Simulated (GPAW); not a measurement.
# BaTiO3: optical spectrum from first principles

Wanted: where BaTiO3 starts to absorb, how strongly, and its refractive index.

Main program and level: GPAW 26.7.0; DFT, PBE, plane-wave PAW (GPAW data sets), scalar-relativistic, RPA, optical limit.

**1. The starting structure**

Symmetry: P4/mmm, No. 123, tetragonal system. The conventional cell has a = 4.000 Å, b = 4.000 Å, c = 4.018 Å, α = 90.00°, β = 90.00°, γ = 90.00°. Ba has 12 O at 2.83 Å nearest. Nearest to Ti lie 6 O at 2.00 to 2.01 Å. Nearest to O lie 2 Ti at 2.00 Å and 4 Ba at 2.83 Å. Nearest to O lie 2 Ti at 2.01 Å and 4 Ba at 2.83 Å. Farther neighbours and most contacts between anions are not listed.

Structure file:

```
Ba Ti O
1.0
     3.99980    0.00000    0.00000
     0.00000    3.99980    0.00000
     0.00000    0.00000    4.01800
Ba Ti O
1 1 3
Direct
  0.00000 0.00000 0.00000
  0.50000 0.50000 0.50000
  0.00000 0.50000 0.50000
  0.50000 0.00000 0.50000
  0.50000 0.50000 0.00000
```

**2. Ground state**

First the ground state: is it a metal or has it a gap?

This step: DFT, PBE, plane-wave PAW (GPAW data sets), scalar-relativistic, ground state (GPAW 26.7.0).

gs.py

```python
from ase import Atoms
from ase.dft.bandgap import bandgap
from gpaw import GPAW, PW, FermiDirac

atoms = Atoms(['Ba', 'Ti', 'O', 'O', 'O'],
              cell=[[3.999800000000, 0.000000000000, 0.000000000000],
                    [0.000000000000, 3.999800000000, 0.000000000000],
                    [0.000000000000, 0.000000000000, 4.018000000000]],
              scaled_positions=[[0.000000000000, 0.000000000000, 0.000000000000],
                                [0.500000000000, 0.500000000000, 0.500000000000],
                                [0.000000000000, 0.500000000000, 0.500000000000],
                                [0.500000000000, 0.000000000000, 0.500000000000],
                                [0.500000000000, 0.500000000000, 0.000000000000]],
              pbc=[True, True, True])
atoms.calc = GPAW(mode=PW(500), xc='PBE', kpts={'size': (6, 6, 6), 'gamma': True},
                  occupations=FermiDirac(0.05), maxiter=150, txt='gs.txt')
print('energy (eV)', atoms.get_potential_energy())
print('Fermi level (eV)', atoms.calc.get_fermi_level())
print('valence electrons', atoms.calc.get_number_of_electrons())
print('gap (eV)', bandgap(atoms.calc, output=None)[0])
print('direct gap (eV)', bandgap(atoms.calc, direct=True, output=None)[0])
atoms.calc.write('gs.gpw')
```

Launch:

```sh
$ OMP_NUM_THREADS=1 python gs.py
```

Numbers of over 12 decimals in the logs are rounded to 6 here.

The program printed:

```text
__  _  _
 | _ |_)|_||  |
 |__||  | ||/\| - 26.7.0

Versions:
  Python: 3.12.14
  ASE:    3.29.0
  Numpy:  2.5.5
  Scipy:  1.18.1
  Libxc:  7.0.0

Input parameters:
  mode=PW(ecut=500.0),
  kpts=MonkhorstPack(size=(6, 6, 6), gamma=True),
  maxiter=150,
  occupations=Occupations(name='fermi-dirac', width=0.05, fixmagmom=False),
  xc=XC(name='PBE')

Diagonalizing LCAO Hamiltonian
Converting LCAO to pw mode
   .---------.
  /|         |
 * |         |
 |O|   Ti    |
 | |         |
 | .--O------.
 |/    O    /
 Ba--------*

Atoms  # Å, Bohr magnetons
|   | symbol |        x |        y |        z |    initial magnetic moments |
| 0 |     Ba | 0.000000 | 0.000000 | 0.000000 | ( 0.0000,  0.0000,  0.0000) |
| 1 |     Ti | 1.999900 | 1.999900 | 2.009000 | ( 0.0000,  0.0000,  0.0000) |
| 2 |      O | 0.000000 | 1.999900 | 2.009000 | ( 0.0000,  0.0000,  0.0000) |
| 3 |      O | 1.999900 | 0.000000 | 2.009000 | ( 0.0000,  0.0000,  0.0000) |
| 4 |      O | 1.999900 | 1.999900 | 0.000000 | ( 0.0000,  0.0000,  0.0000) |

Unit cell  # Å
| periodic |        x |        y |        z |  lengths |    angles |
|      yes | 3.999800 | 0.000000 | 0.000000 | 3.999800 | 90.000000 |
|      yes | 0.000000 | 3.999800 | 0.000000 | 3.999800 | 90.000000 |
|      yes | 0.000000 | 0.000000 | 4.018000 | 4.018000 | 90.000000 |

Number of symmetries: 16
Symmetry operations  # r_c * U_cc + t_c -> r_c
|    | kind |            matrix            |
|  0 |  E   |  1, 0, 0,  0, 1, 0,  0, 0, 1 |
|  1 |  σ   |  1, 0, 0,  0, 1, 0,  0, 0,-1 |
|  2 |  σ   |  1, 0, 0,  0,-1, 0,  0, 0, 1 |
|  3 |  C2  |  1, 0, 0,  0,-1, 0,  0, 0,-1 |
|  4 |  σ   |  0, 1, 0,  1, 0, 0,  0, 0, 1 |
|  5 |  C2  |  0, 1, 0,  1, 0, 0,  0, 0,-1 |
|  6 |  C4  |  0, 1, 0, -1, 0, 0,  0, 0, 1 |
|  7 |  S4  |  0, 1, 0, -1, 0, 0,  0, 0,-1 |
|  8 |  C4  |  0,-1, 0,  1, 0, 0,  0, 0, 1 |
|  9 |  S4  |  0,-1, 0,  1, 0, 0,  0, 0,-1 |
| 10 |  σ   |  0,-1, 0, -1, 0, 0,  0, 0, 1 |
| 11 |  C2  |  0,-1, 0, -1, 0, 0,  0, 0,-1 |
| 12 |  σ   | -1, 0, 0,  0, 1, 0,  0, 0, 1 |
| 13 |  C2  | -1, 0, 0,  0, 1, 0,  0, 0,-1 |
| 14 |  C2  | -1, 0, 0,  0,-1, 0,  0, 0, 1 |
| 15 |  i   | -1, 0, 0,  0,-1, 0,  0, 0,-1 |

BZ-sampling:
  Number of BZ points: 216
  Number of IBZ points: 40

  Monkhorst-Pack size: [6, 6, 6]
  Monkhorst-Pack shift: [0.083333, 0.083333, 0.083333]

K-points  # in reciprocal-cell coordinates
|     |                                coordinates |     weight |
|   0 | (  0.00000000,   0.00000000,   0.00000000) | 0.00462963 |
|   1 | (  0.00000000,   0.00000000,   0.16666667) | 0.00925926 |
|   2 | (  0.00000000,   0.00000000,   0.33333333) | 0.00925926 |
|   3 | (  0.00000000,   0.00000000,   0.50000000) | 0.00462963 |
|   4 | (  0.16666667,   0.00000000,   0.00000000) | 0.01851852 |
|   5 | (  0.16666667,   0.00000000,   0.16666667) | 0.03703704 |
|   6 | (  0.16666667,   0.00000000,   0.33333333) | 0.03703704 |
|   7 | (  0.16666667,   0.00000000,   0.50000000) | 0.01851852 |
|   8 | (  0.16666667,   0.16666667,   0.00000000) | 0.01851852 |
|   9 | (  0.16666667,   0.16666667,   0.16666667) | 0.03703704 |
| ... |                                            |            |
|  39 | (  0.50000000,   0.50000000,   0.50000000) | 0.00462963 |

Plane wave coefficients: 1647
Cutoff: 500.0 eV

Spin-components: 1 (collinear spins)
Bands:           28
Projectors:      27
Spin-degeneracy: 2
Datatype:        complex128

Parallelization:
  kpt:    1
  domain: 1
  band:   1

Density:
  Valence electrons: 40.0
  Components: 1
  Grid points: [21 21 21]
  Charge: 0.0  # |e|

Potential:
  Grid points: [21 21 21]

species:
  Ba:
    name:    Barium
    id:
    Z:       56.0
    valence: 10
    core:    46
    charge:  0.0  # [|e|]
    compensation charges:
      type: gauss
      rc: 0.37  # [Å]
      lmax: 2
    cutoffs:
      filter: 2.06  # [Å]
      core: 2.33  # [Å]
    projectors
    | kind |    occ | energy [eV] | rcut [Å] |
    |   5s |  2.000 |     -33.644 |    1.164 |
    |   6s |  2.000 |      -3.229 |    1.164 |
    |   5p |  6.000 |     -18.744 |    1.164 |
    |    p |        |       0.000 |    1.164 |
    |    d |        |       0.000 |    1.164 |
    |    d |        |      27.211 |    1.164 |

    Using partial waves for Ba as LCAO basis

  Ti:
    name:    Titanium
    id:
    Z:       22.0
    valence: 12
    core:    10
    charge:  0.0  # [|e|]
    compensation charges:
      type: gauss
      rc: 0.38  # [Å]
      lmax: 2
    cutoffs:
      filter: 2.23  # [Å]
      core: 1.02  # [Å]
    projectors
    | kind |    occ | energy [eV] | rcut [Å] |
    |   3s |  2.000 |     -62.623 |    1.270 |
    |   4s |  2.000 |      -4.466 |    1.270 |
    |   3p |  6.000 |     -38.862 |    1.058 |
    |   4p |  0.000 |      -1.466 |    1.058 |
    |   3d |  2.000 |      -4.258 |    1.058 |
    |    d |        |      22.953 |    1.058 |

    Using partial waves for Ti as LCAO basis

  O:
    name:    Oxygen
    id:
    Z:       8.0
    valence: 6
    core:    2
    charge:  0.0  # [|e|]
    compensation charges:
      type: gauss
      rc: 0.21  # [Å]
      lmax: 2
    cutoffs:
      filter: 1.17  # [Å]
      core: 0.83  # [Å]
    projectors
    | kind |    occ | energy [eV] | rcut [Å] |
    |   2s |  2.000 |     -23.961 |    0.688 |
    |   2p |  4.000 |      -9.029 |    0.598 |
    |    s |        |       3.251 |    0.688 |
    |    p |        |      18.182 |    0.598 |
    |    d |        |       0.000 |    0.619 |

    Using partial waves for O as LCAO basis

Reference energy: -250624.413696  # eV

eigensolver:
  PPCG
  Converge bands: occupied
  niter=2

density mixing:
  MSR1-Mixer
  Pratt-step length: 0.05
  Maximum mixing coefficient: 0.75
  Old densities: 10
  SVD Regularization: 0.005
  Good broyden scale: 1.0
  Trust region scale: 1.0
  Backstep threshold: 4.0
  History deletion threshold: 6.0
  Fourier metric: weight=20.0, sigma=0.015

occupation numbers:
  Fermi-Dirac:
    width: 0.0500  # eV

poisson solver:
  ecut: 4000.0  # eV

xc functional:
  name: PBE with 2 nearest neighbor stencil

convergence criteria:
- Maximum [total energy] change in last 3 cyles: 0.0005 eV / valence electron
- Maximum integral of absolute [dens]ity change: 0.0001 electrons / valence electron
- Maximum integral of absolute [eigenst]ate change: 4e-08 eV^2 / valence electron
maximum number of iterations: 150

SCF iterations
|iter     |      energy | eigst |  dens |
|iter:   1||  -43.384835 | -0.12 |       |
|iter:   2||  -41.666932 | -1.68 | -0.88 |
|iter:   3||  -38.481219 | -0.72 | -0.94 |
|iter:   4||  -38.225749 | -1.82 | -1.43 |
|iter:   5||  -38.178552 | -2.60 | -1.62 |
|iter:   6||  -38.184138 | -3.35 | -1.99 |
|iter:   7||  -38.183927c| -4.40 | -2.74 |
|iter:   8||  -38.183977c| -4.94 | -3.31 |
|iter:   9||  -38.183958c| -5.61 | -3.54 |
|iter:  10||  -38.183960c| -6.84 | -3.90 |
|iter:  11||  -38.183960c| -7.98c| -4.44c|

Converged in 11 steps
SCF loop duration: 42.205 s (3.837 s/step)
Energy contributions relative to reference atoms: (reference = -250624.413696)

Energy contributions:
  Kinetic:          36.511547
  Coulomb:         -37.667643
  Zero:              0.196463
  External:          0.000000
  Xc:              -37.224327
  Entropy:          -0.000000
  Spinorbit:         0.000000
  ----------------------------
  Free energy:     -38.183960
  Extrapolated:    -38.183960

dipole moment: (-35.454957, -35.454957, -35.616695)  # |e|*Ang

Fermi level: 8.555
Eigenvalues  # (at kpt = [0.000, 0.000, 0.000])
| band index |      eig [eV] | occ [0-2] |
|          0 |       -48.935 |     2.000 |
|        ... |               |           |
|         12 |         5.356 |     2.000 |
|         13 |         5.356 |     2.000 |
|         14 |         6.551 |     2.000 |
|         15 |         6.564 |     2.000 |
|         16 |         6.564 |     2.000 |
|         17 |         7.514 |     2.000 |
|         18 |         7.516 |     2.000 |
|         19 |         7.516 |     2.000 |
|         20 |         9.428 |     0.000 |
|         21 |         9.428 |     0.000 |
|         22 |         9.437 |     0.000 |
|         23 |        11.558 |     0.000 |
|         24 |        11.592 |     0.000 |
|         25 |        12.705 |     0.000 |
|         26 |        12.751 |     0.000 |
|         27 |        15.022 |     0.000 |

Gap: 1.771 eV
Transition (v -> c):
  (s=0, k=39, n=19, [0.50, 0.50, 0.50]) -> (s=0, k=0, n=20, [0.00, 0.00, 0.00])
Direct/indirect transitions are different
Direct gap: 1.912 eV
Transition at: (s=0, k=0, n=19, [0.00, 0.00, 0.00])

--- standard output ---
energy (eV) -38.183960
Fermi level (eV) 8.554805
valence electrons 40.0
gap (eV) 1.770847
direct gap (eV) 1.912032
```

The job ended after 46 s (1 thread of Arm Neoverse V1, shared host; peak memory 0.2 GiB).

Numbers from this step:

```
energy                 : -38.18 eV
Fermi energy           : 8.555 eV
gap on the k-mesh      : 1.771 eV
direct gap on the mesh : 1.912 eV
electrons              : 40
```

There is a gap, 1.77 eV on this mesh (points off the mesh can give less), so no carriers' term is needed.

**3. Bands for the response**

The response needs many more empty bands than the density does.

This step: DFT, PBE, plane-wave PAW (GPAW data sets), scalar-relativistic, bands at fixed density (GPAW 26.7.0).

nscf.py

```python
from ase.dft.bandgap import bandgap
from gpaw import GPAW, FermiDirac

calc = GPAW('gs.gpw').fixed_density(kpts={'size': (8, 8, 8), 'gamma': True}, nbands=49, convergence={'bands': 43},
                                    occupations=FermiDirac(0.001), txt='nscf.txt')
print('gap (eV)', bandgap(calc, output=None)[0])
print('direct gap (eV)', bandgap(calc, direct=True, output=None)[0])
print('top band over the Fermi level (eV)', min(calc.get_eigenvalues(kpt=k)[42] for k in range(len(calc.get_ibz_k_points()))) - calc.get_fermi_level())
calc.write('full.gpw', mode='all')
```

Launch:

```sh
$ OMP_NUM_THREADS=1 python nscf.py
```

The program printed:

```text
Diagonalizing LCAO Hamiltonian
Converting LCAO to pw mode
convergence criteria:
- Maximum integral of absolute [eigenst]ate change: 4e-08 eV^2 / valence electron
maximum number of iterations: 150

SCF iterations
|iter     |      energy | eigst |  dens |
|iter:   1||             | +3.02 |       |
|iter:   2||             | +1.84 |       |
|iter:   3||             | +0.84 |       |
|iter:   4||             | -0.49 |       |
|iter:   5||             | -1.59 |       |
|iter:   6||             | -2.88 |       |
|iter:   7||             | -3.95 |       |
|iter:   8||             | -5.20 |       |
|iter:   9||             | -6.26 |       |
|iter:  10||             | -7.29 |       |
|iter:  11||             | -7.91c|       |
SCF steps: 11
  __  _  _
 | _ |_)|_||  |
 |__||  | ||/\| - 26.7.0

Versions:
  Python: 3.12.14
  ASE:    3.29.0
  Numpy:  2.5.5
  Scipy:  1.18.1
  Libxc:  7.0.0

Input parameters:
  mode=PW(ecut=500.0),
  convergence={'bands': 43},
  gpts=array([21, 21, 21]),
  kpts=MonkhorstPack(size=(8, 8, 8), gamma=True),
  maxiter=150,
  nbands=49,
  occupations=Occupations(name='fermi-dirac', width=0.001, fixmagmom=False),
  parallel={},
  xc=XC(name='PBE')

--- standard output ---
gap (eV) 1.770847
direct gap (eV) 1.912032
top band over the Fermi level (eV) 20.061620
```

Elapsed: 2.1 min, on 1 thread; peak memory 0.25 GiB.

**4. Dielectric function, RPA**

Transitions between filled and empty bands, summed over the zone, give the optical response, so mesh, band count and broadening shape it.

The induced potential is part of this response.

This step: DFT, PBE, plane-wave PAW (GPAW data sets), scalar-relativistic, RPA, optical limit (GPAW 26.7.0).

df.py

```python
from gpaw.response.df import DielectricFunction

df = DielectricFunction('full.gpw', frequencies={'type': 'nonlinear', 'domega0': 0.03, 'omega2': 8},
                        ecut=60,
                        eta=0.2,
                        nbands=43,
                        txt='df.txt')
for direction in ['x', 'z']:
    df.get_dielectric_function(xc='RPA', direction=direction, filename=f'df_{direction}.csv')
```

Launch:

```sh
$ OMP_NUM_THREADS=1 python df.py
```

The program printed:

```text
Using integrator: PointIntegrator
NonLinearFrequencyDescriptor(from 0.000 to 80.325 eV, 520 points)
Nonperiodic BCs:  [False False False]
Using integrator: PointIntegrator
NonLinearFrequencyDescriptor(from 0.000 to 80.325 eV, 520 points)
Nonperiodic BCs:  [False False False]

Calculating chi0 body with:
    Ground state adapter containing:
    Number of spins: 1
    Number of kpoints: 512
    Number of irreducible kpoints: 75
    Number of completely occupied states: 20
    Number of partially occupied states: 20

    Linear response parametrization:
    q_c: [0.0, 0.0, 0.0]
    Number of frequency points: 520
    Planewave cutoff: 60.0
    Number of bands: 43
    Number of planewaves: 81
    Broadening (eta): 0.2

Integrating chi0 body.

Symmetries of q_c:
    Direct symmetries (Uq -> q): 16
    Indirect symmetries (TUq -> q): 0
In total 16 allowed symmetries.

75 groups of equivalent kpoints. 85.3515625% reduction.

Integral kind: spectral function

Calculating chi0 optical extensions with:
    Ground state adapter containing:
    Number of spins: 1
    Number of kpoints: 512
    Number of irreducible kpoints: 75
    Number of completely occupied states: 20
    Number of partially occupied states: 20

    Linear response parametrization:
    Number of frequency points: 520
    Planewave cutoff: 60.0
    Number of bands: 43
    Number of planewaves: 81
    Broadening (eta): 0.2
Integrating chi0 head and wings.

Symmetries of q_c:
    Direct symmetries (Uq -> q): 16
    Indirect symmetries (TUq -> q): 0
In total 16 allowed symmetries.

75 groups of equivalent kpoints. 85.3515625% reduction.

Integral kind: spectral function wings
```

The job ended after 28 s (1 thread; peak memory 0.46 GiB).

This step gave:

| Quantity | Value |
| --- | --- |
| electronic dielectric constant ε∞, mean over x, y and z (by symmetry where fewer were run) | 6.037 |
| main peak of Im epsilon, first axis | 4.047 eV |
| centre of weight of the strongest loss peak in the window | 13.08 eV |

(Part 1 of 2 ends here.)

[Machine, clock and banner lines and Python warnings are left out of the logs.]

[Logs are printed without paths, hosts, clocks, repeated set-up lines and the standing remarks that a program may print on its own settings, such as how far it seeks lower states.]

[Hosts, paths, dates, database ids (printed as entryN), source tags and the programs' standing remarks are cut or masked in the printed files.]
